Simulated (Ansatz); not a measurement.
Consider Cs2CrF6 (started from the K2PtCl6 type) (Fm-3m).

The structure was built from a prototype and need not be the compound's stable phase.

Symmetry: Fm-3m, No. 225, cubic system. The conventional cell has a = 8.600 Å, b = 8.600 Å, c = 8.600 Å, α = 90.00°, β = 90.00°, γ = 90.00°. Nearest to Cs lie 12 F at 3.06 Å. Nearest to Cr lie 6 F at 1.81 Å. Nearest to F lie 1 Cr at 1.81 Å and 4 Cs at 3.06 Å. Farther neighbours and most contacts between anions are not listed.

```yaml
crystal:
  lattice:
    - [4.30025, 0.00000, 4.30025]
    - [4.30025, 4.30025, 0.00000]
    - [0.00000, 4.30025, 4.30025]
  atoms:
    - { symbol: Cs, position: [0.25000, 0.25000, 0.25000] }
    - { symbol: Cs, position: [0.75000, 0.75000, 0.75000] }
    - { symbol: Cr, position: [0.00000, 0.00000, 0.00000] }
    - { symbol: F, position: [0.21014, 0.21014, 0.78986] }
    - { symbol: F, position: [0.78986, 0.78986, 0.21014] }
    - { symbol: F, position: [0.21014, 0.78986, 0.21014] }
    - { symbol: F, position: [0.78986, 0.21014, 0.78986] }
    - { symbol: F, position: [0.78986, 0.21014, 0.21014] }
    - { symbol: F, position: [0.21014, 0.78986, 0.78986] }
```

The structure was relaxed with LDA. The structure type comes from a generator and need not be one that this composition takes. The structure was generated from a model, not taken from a measurement. The runs that relaxed it are not among those shown. The program's search for lower electronic states was switched off, so nothing shows that the state found is the lowest. Spin-orbit coupling is left out unless a run names it. PAW set soft_2, made with PBE.

A constrained-RPA run (Ansatz 0.2.0; non-magnetic LDA; Cr t2g, bands v1 to c2, 4×4×4 mesh, medium accuracy) builds 3 functions on bands 0.14 eV wide, with 2.0 electrons in the window. The bare on-site interaction is 18.1 eV and the bare J 0.63 eV.

Estimate U, U′ and J.

On the Cr t2g shell, U = 5.88 eV (32 % of the bare value), U′ = 4.87 eV, J = 0.46 eV.

The parent state is non-magnetic and the interaction static (zero frequency); U depends on the window and the orbitals, so it belongs to this model alone.

[Paths, hosts, dates, memory and timing lines, banners, echoed tables and standing remarks are left out of the program output.]

[Logs are printed without paths, hosts, clocks, repeated set-up lines and the standing remarks that a program may print on its own settings, such as how far it seeks lower states.]

[Runs of the session that timed out or met a known fault of the program may be left out.]

[Hosts, paths, dates, database ids (printed as entryN), source tags and the programs' standing remarks are cut or masked in the printed files.]
